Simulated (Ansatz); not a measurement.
## Sc2NO2 monolayer: phonons and vibrational spectra

Wanted: phonon frequencies of Sc2NO2 monolayer and what follows from them.

Main program and level: Ansatz 0.2.0; DFT PBEsol, scalar-relativistic, plane waves, PAW.

## Step 1: The structure

The cell holds 5 atoms: 1 N, 2 Sc and 2 O. Cell: a = 3.350 Å, b = 3.350 Å, c = 20.000 Å, α = 90.0°, β = 90.0°, γ = 120.0°. Vacuum lies along c.

## Step 2: Coarse relaxation

The start is far from rest, so a relaxation with loose tolerances brings it close first.

The program solves this slab on a cell height of its own, 32.6 Å, in place of the one typed.

Contents of input.yaml:

```yaml
crystal:
  lattice:
    - [3.35, 0.0, 0.0]
    - [-1.675, 2.90119, 0.0]
    - [0.0, 0.0, 20.0]
  atoms:
    - { symbol: "N", position: [0.0, 0.0, 0.5] }
    - { symbol: Sc, position: [0.333333, 0.666667, 0.56] }
    - { symbol: Sc, position: [0.666667, 0.333333, 0.44] }
    - { symbol: O, position: [0.666667, 0.333333, 0.61] }
    - { symbol: O, position: [0.333333, 0.666667, 0.39] }
  periodic: [true, true, false]
kpoints:
  mp_grid: { grid: [9, 9, 1] }
hamiltonian:
  xc: pbesol
scf:
  occupations: { method: gaussian, width: 0.1 }
output:
  forces: true
  stress: true
  eigenvalues: true
relax:
  adjacent_minimum: "off"
  f_tol: 0.05
  max_steps: 80
  cell: { stress_2d_tol: 0.02 }
```

The run is started by

```bash
ansatz run input.yaml --threads 8 --pin off --max-ram 14336MiB --backend cpu --events-out ev --progress --plain --runs-dir out
```

Numbers of over 12 decimals in the logs are rounded to 6 here.

The log of the run:

```text
[...]
cell:  # Å, volume = 291.4039 Å³
    - [3.212725, 0, 0]
    - [-1.606363, 2.782302, 0]
    - [0, 0, 32.6]
  atoms:
    - { symbol: N, position: [0, 0, 0.306748] }
    - { symbol: Sc, position: [0.333333, 0.666667, 0.349679] }
    - { symbol: Sc, position: [0.666667, 0.333333, 0.263818] }
    - { symbol: O, position: [0.666667, 0.333333, 0.373619] }
    - { symbol: O, position: [0.333333, 0.666667, 0.239878] }
[key lines of the parts left out:]
SCF converged after 8 iterations
Free energy (F): -5729.979681 eV
Fermi energy:    -7.321827 eV
P = ½ c Tr σ = -0.0061 N/m
```

Run time: 12 s. Hardware: 8 threads of Arm Neoverse V1, shared host; peak memory 0.77 GiB; 86 s of CPU time.

This run has no spin polarisation although its electron count is odd.

The steps of the relaxation:

```tsv
step	energy less that of the first step (eV)	largest force component (eV/Å)	volume (Å³)
1	0.0000	3.4946	316.84
2	-1.0338	0.5153	299.91
3	-1.0858	0.2641	292.34
4	-1.0930	0.0145	290.91
5	-1.0926	0.0028	292.12
6	-1.0927	0.0004	292.03
7*	-1.0820	0.0011	292.03
8	-1.0826	0.0014	291.40
9*	-1.0822	0.0013	291.40
```

Relaxation steps marked * repeat the geometry before them on a plane-wave basis chosen anew for their cell, so energy and pressure can jump there.

Forces are held to the 12 operations that the run works with; a distortion that breaks them can't arise in this run.

```tsv
cell as run	before	after	change
a (Å)	3.350	3.213	-4.1 %
b (Å)	3.350	3.213	-4.1 %
```

The atoms that moved most (Å, along periodic axes as changes of fractional coordinates times the final cell, across vacuum about the mean position):

```tsv
atom	dx	dy	dz	length
Sc2	0.000	0.000	0.200	0.200
Sc3	0.000	0.000	-0.200	0.200
O5	0.000	0.000	0.020	0.020
O4	0.000	0.000	-0.020	0.020
```

The relaxed structure:

```cif
data_structure
_symmetry_space_group_name_H-M 'P 1'
_symmetry_Int_Tables_number 1
_cell_length_a 3.2127
_cell_length_b 3.2127
_cell_length_c 32.6000
_cell_angle_alpha 90.000
_cell_angle_beta 90.000
_cell_angle_gamma 120.000
_cell_volume 291.40
loop_
_atom_site_label
_atom_site_type_symbol
_atom_site_fract_x
_atom_site_fract_y
_atom_site_fract_z
_atom_site_occupancy
N1 N 0.00000 0.00000 0.30675 1
Sc2 Sc 0.33333 0.66667 0.34968 1
Sc3 Sc 0.66667 0.33333 0.26382 1
O4 O 0.66667 0.33333 0.37362 1
O5 O 0.33333 0.66667 0.23988 1
```

Numbers from this step:

| Quantity | Value |
| --- | --- |
| gap on the k-mesh | 0 eV |
| area per atom | 1.788 Å² |

The relaxation ends with a largest force component of 0.0013 eV/Å.

## Step 3: Relaxation

The cell and atoms are relaxed, since residual forces and stress would shift the frequencies.

Contents of input.yaml:

```yaml
crystal:
  lattice:
    - [3.2127251807, 0.0, 0.0]
    - [-1.6063625904, 2.7823016219, 0.0]
    - [0.0, 0.0, 32.6]
  atoms:
    - { symbol: "N", position: [0.0, 0.0, 0.3067484663] }
    - { symbol: Sc, position: [0.3333333333, 0.6666666667, 0.3496789447] }
    - { symbol: Sc, position: [0.6666666667, 0.3333333333, 0.2638179878] }
    - { symbol: O, position: [0.6666666667, 0.3333333333, 0.3736186294] }
    - { symbol: O, position: [0.3333333333, 0.6666666667, 0.2398783031] }
  periodic: [true, true, false]
kpoints:
  mp_grid: { grid: [12, 12, 1] }
hamiltonian:
  xc: pbesol
scf:
  occupations: { method: gaussian, width: 0.1 }
output:
  forces: true
  stress: true
  eigenvalues: true
  write_density: true
  write_potential: true
  elf: true
  volumetric_format: npy
relax:
  adjacent_minimum: "off"
  f_tol: 0.005
  max_steps: 80
  cell: { stress_2d_tol: 0.02 }
```

The log of the run:

```text
[...]
Crystal: 5 atoms, lattice volume = 291.404 Å³
Basis set: ecut = 420 eV, 5785 PW (Γ), exchange–correlation on 48×48×450 points (8 copies of the dense FFT grid, shifted against one another)
Bands: 25, of which v1, the nominal top of the filled ones, is band 20 counted from 1 (19 counted from 0)
Symmetry: 12 space group operations
[...]
k-points: 19 of 144
[...]
SCF iter   1: F=—  HF=-5730.029524 eV  |F-HF|=—  |Δ(HF+E_count)|=         —  Δρ=8.23e-3  dr2=1.82e-1  ethr=1.77e-3  ⟨swp⟩=9.0  Hψ=2990  notcnv=0
[...]
SCF iter   9: F=-5729.990302 eV  HF=-5729.990302 eV  |F-HF|=6.49e-8  |Δ(HF+E_count)|=   1.39e-7  Δρ=1.83e-6  dr2=4.78e-9  ethr=2.56e-10  ⟨swp⟩=23.2  Hψ=4970  notcnv=0
SCF 1 converged in 9 iterations: F = -5729.990302 eV  dr2 = 4.78e-9
[...]
relax step   1: F+E_penalty+E_count = -5729.99030180 eV  Δ(F+E_penalty+E_count) = +0.000e0 eV  max|allowed force component| = 4.803e-2 eV/Å  Δτ_max = 0.0000 Å  P = +0.045 N/m  Ω = 291.404 Å³  fix = [c, alpha, beta]  reactions: c +0.000 N/m  (9 SCF iters, dr2 threshold 1.00e-7 eV, accepted)
Crystal: 5 atoms, lattice volume = 291.688 Å³
Basis set: ecut = 420 eV, 5809 PW (Γ), exchange–correlation on 48×48×450 points (8 copies of the dense FFT grid, shifted against one another)
[...]
SCF iter   6: F=-5729.990257 eV  HF=-5729.990256 eV  |F-HF|=3.05e-7  |Δ(HF+E_count)|=   2.78e-6  Δρ=4.81e-6  dr2=5.26e-8  ethr=3.70e-10  ⟨swp⟩=17.5  Hψ=5708  notcnv=0
SCF 2 converged in 6 iterations: F = -5729.990257 eV  dr2 = 5.26e-8
relax step   2: F+E_penalty+E_count = -5729.99025655 eV  Δ(F+E_penalty+E_count) = +4.525e-5 eV  max|allowed force component| = 1.924e-2 eV/Å  Δτ_max = 0.0071 Å  P = +0.029 N/m  Ω = 291.688 Å³  energy of the carried Pulay correction = -2.098e-4 eV  fix = [c, alpha, beta]  reactions: c +0.000 N/m  (6 SCF iters, dr2 threshold 1.44e-7 eV, accepted)
Crystal: 5 atoms, lattice volume = 291.584 Å³
[...]
SCF iter   6: F=-5729.990388 eV  HF=-5729.990388 eV  |F-HF|=6.59e-8  |Δ(HF+E_count)|=   5.67e-7  Δρ=1.80e-6  dr2=1.24e-8  ethr=5.93e-11  ⟨swp⟩=17.1  Hψ=4789  notcnv=0
SCF 3 converged in 6 iterations: F = -5729.990388 eV  dr2 = 1.24e-8
relax step   3: F+E_penalty+E_count = -5729.99038824 eV  Δ(F+E_penalty+E_count) = -1.317e-4 eV  max|allowed force component| = 4.791e-3 eV/Å  Δτ_max = 0.0030 Å  P = +0.006 N/m  Ω = 291.584 Å³  energy of the carried Pulay correction = -1.328e-4 eV  fix = [c, alpha, beta]  reactions: c +0.000 N/m  (6 SCF iters, dr2 threshold 2.31e-8 eV, accepted)
[...]
SCF iter   7: F=-5729.990524 eV  HF=-5729.990524 eV  |F-HF|=2.32e-10  |Δ(HF+E_count)|=  2.34e-10  Δρ=1.52e-8  dr2=7.17e-13  ethr=1.00e-12  ⟨swp⟩=12.3  Hψ=3042  notcnv=0
SCF 4 converged in 7 iterations: F = -5729.990524 eV  dr2 = 7.17e-13
relax step   4: F+E_penalty+E_count = -5729.99052400 eV  Δ(F+E_penalty+E_count) = -1.358e-4 eV  max|allowed force component| = 4.854e-3 eV/Å  Δτ_max = 0.0000 Å  P = +0.009 N/m  Ω = 291.584 Å³  fix = [c, alpha, beta]  reactions: c +0.000 N/m  stress off target by 9.38e-3 N/m on what of the cell is left free  SCF on the basis re-selected at this cell (its energy is not comparable with the rows above)  (7 SCF iters)
basis re-selected at this cell: Δ(F+E_penalty+E_count) = -1.358e-4 eV, ΔP = +0.003 N/m vs the last step (what re-selecting the basis moved, of the pressure what is left beyond the Pulay correction that the steps carried, after the strain that the cell walked since its last selection, with what the two solves' SCF thresholds leave and, on support functions, any second-order correction that the steps lacked; it is no m [...]
WARN: The output density's exchange-correlation potential varies sharply where the density is thin. Do not read a vacuum level from v_tot or v_xc, or from such a field of the output density. On a cell that repeats whose density bears no net charge and no dipole along the vacuum's axis use v_es (v_loc + v_h of the components); under efield.dipole_correction with no amplitude use v_es + v_field, which holds any externa [...]
SCF converged after 7 iterations
Free energy (F): -5729.990524 eV
[...]
Internal energy: -5729.978368 eV  (E = F + TS)
E sigma→0 (E₀):  -5729.984446 eV
Entropy (-TS):   -0.012156 eV (-2.431 meV/atom)
Fermi energy:    -7.334914 eV
[...]
--- Forces (eV/Å), atoms counted from 1 ---
  atom   1  N      0.00000000     0.00000000     0.00000000
  atom   2  Sc     0.00000000    -0.00000000    -0.00485370
  atom   3  Sc    -0.00000000     0.00000000     0.00485370
  atom   4  O     -0.00000000     0.00000000     0.00448440
  atom   5  O      0.00000000    -0.00000000    -0.00448440
  max |Σ_I F_I| component: 2.78e-17 eV/Å
--- 2D stress c σ (N/m, compression-positive) ---
        0.009377      -0.000000      -0.000000
       -0.000000       0.009377      -0.000000
       -0.000000      -0.000000       0.000000
  P = ½ c Tr σ = 0.0094 N/m
--- Band table (eV; the first three rows and the last of 19) ---
  k-point 0: bands = [... 16 lower, -9.2927, -7.3777, -6.7029, -6.7029, -2.6924, -2.6924, -2.5177, -1.8251, ... 1 higher]
  k-point 1: bands = [... 16 lower, -9.2159, -7.2622, -7.0323, -6.8284, -2.7396, -2.5312, -2.5216, -1.8364, ... 1 higher]
  k-point 2: bands = [... 16 lower, -9.0716, -7.7475, -7.1211, -7.0935, -2.9737, -2.3035, -2.1753, -1.7993, ... 1 higher]
  k-point 18: bands = [... 16 lower, -8.9509, -8.7474, -7.8840, -7.8840, -2.7491, -2.0732, -2.0732, -1.7841, ... 1 higher]
--- Relaxed structure (3 steps of the walk, 3 accepted, 1 SCFs on fresh bases) ---
[...]
cell:  # Å, volume = 291.5840 Å³
    - [3.213717, 2.8876373904415793e-11, 0]
    - [-1.606859, 2.783161, 0]
    - [0, 0, 32.6]
  atoms:
    - { symbol: N, position: [0, 0, 0.30674846626] }
    - { symbol: Sc, position: [0.333333, 0.666667, 0.349528] }
    - { symbol: Sc, position: [0.666667, 0.333333, 0.263968] }
    - { symbol: O, position: [0.666667, 0.333333, 0.373493] }
    - { symbol: O, position: [0.333333, 0.666667, 0.240003] }
```

Elapsed: 8 s, on 8 threads; peak memory 0.8 GiB.

Little changed from the start: no atom moved by 0.005 Å and no cell edge by 0.1 %.

Numbers from this step:

```
area per atom : 1.789 Å²
```

ELF in the ac plane at fractional y = 0.333, with atoms of Sc and O within 0.2 Å of it. It is the smooth field of the valence electrons, not physical close to the nuclei.

Ten even steps from '0' (0.00) to '9' (0.72), each cell a mean:
```
00000000000000000
00000000000000000
00000000000000000
00000000000000000
00000000000000000
00000000000000000
00000000000000000
00000000000000000
00000000000000000
00000000000000000
00000000000000000
00000000000000000
00000000000000000
00000000111111100
41000258999899997
11222124677777753
67777653211111124
12443214897668962
46777642112322112
00000000000000000
00000000000000000
00000000000000000
00000000000000000
00000000000000000
```
Columns run along a (3.2 Å), rows up along c (32.6 Å). Atoms in or near the plane, at fractional coordinates: Sc at (0.67, 0.26), O at (0.67, 0.37).

Valence density in the ac plane at fractional y = 0.333, with atoms of Sc and O within 0.2 Å of it. It is the smooth field of the valence electrons, not physical close to the nuclei.

Ten steps, logarithmic in the rise over the least value, from '_' (0.0 e/Å³) to '@' (5.5 e/Å³), each cell a mean:
```
__________________________________
__________________________________
__________________________________
__________________________________
__________________________________
__________________________________
__________________________________
__________________________________
__________________________________
__________________________________
__________________________________
__________________________________
__________________________________
__________________________________
::........::::==++##%%%%%%##**++--
--==========--==++**##%%%%##**++==
--==========----::::--------::----
------------==++##%%@@@@@@@@%%**==
------------::::----==++++==--::::
__________________________________
__________________________________
__________________________________
__________________________________
__________________________________
```
Columns run along a (3.2 Å), rows up along c (32.6 Å). Atoms in or near the plane, at fractional coordinates: Sc at (0.67, 0.26), O at (0.67, 0.37).

Electrostatic potential energy in the ac plane at fractional y = 0.333, with atoms of Sc and O within 0.2 Å of it. With pseudopotentials it is smooth inside the atoms' cores, unlike the true potential.

Ten even steps from '_' (-26 eV) to '@' (0 eV), each cell a mean:
```
@@@@@@@@@@@@@@@@@@@@@@@@@@@@@@@@@@
@@@@@@@@@@@@@@@@@@@@@@@@@@@@@@@@@@
@@@@@@@@@@@@@@@@@@@@@@@@@@@@@@@@@@
@@@@@@@@@@@@@@@@@@@@@@@@@@@@@@@@@@
@@@@@@@@@@@@@@@@@@@@@@@@@@@@@@@@@@
@@@@@@@@@@@@@@@@@@@@@@@@@@@@@@@@@@
@@@@@@@@@@@@@@@@@@@@@@@@@@@@@@@@@@
@@@@@@@@@@@@@@@@@@@@@@@@@@@@@@@@@@
@@@@@@@@@@@@@@@@@@@@@@@@@@@@@@@@@@
@@@@@@@@@@@@@@@@@@@@@@@@@@@@@@@@@@
@@@@@@@@@@@@@@@@@@@@@@@@@@@@@@@@@@
@@@@@@@@@@@@@@@@@@@@@@@@@@@@@@@@@@
@@@@@@@@@@@@@@@@@@@@@@@@@@@@@@@@@@
@@@@@@@@@@@@@@@@@@@@@@@@@@@@@@@@@@
@@%%%%%%%%@@@@@@##++========++##@@
++====--==++**##**++========++****
######################****########
**##%%%%####++::________________--
%%@@@@@@@@%%%%####**++++++++**##%%
@@@@@@@@@@@@@@@@@@@@@@@@@@@@@@@@@@
@@@@@@@@@@@@@@@@@@@@@@@@@@@@@@@@@@
@@@@@@@@@@@@@@@@@@@@@@@@@@@@@@@@@@
@@@@@@@@@@@@@@@@@@@@@@@@@@@@@@@@@@
@@@@@@@@@@@@@@@@@@@@@@@@@@@@@@@@@@
```
Columns run along a (3.2 Å; values clipped at the 3rd and 97th percentile), rows up along c (32.6 Å). Atoms in or near the plane, at fractional coordinates: Sc at (0.67, 0.26), O at (0.67, 0.37).

(Part 1 of 3 ends here.)

[Logs are printed without paths, hosts, clocks, repeated set-up lines and the standing remarks that a program may print on its own settings, such as how far it seeks lower states.]

[Hosts, paths, dates, database ids (printed as entryN), source tags and the programs' standing remarks are cut or masked in the printed files.]
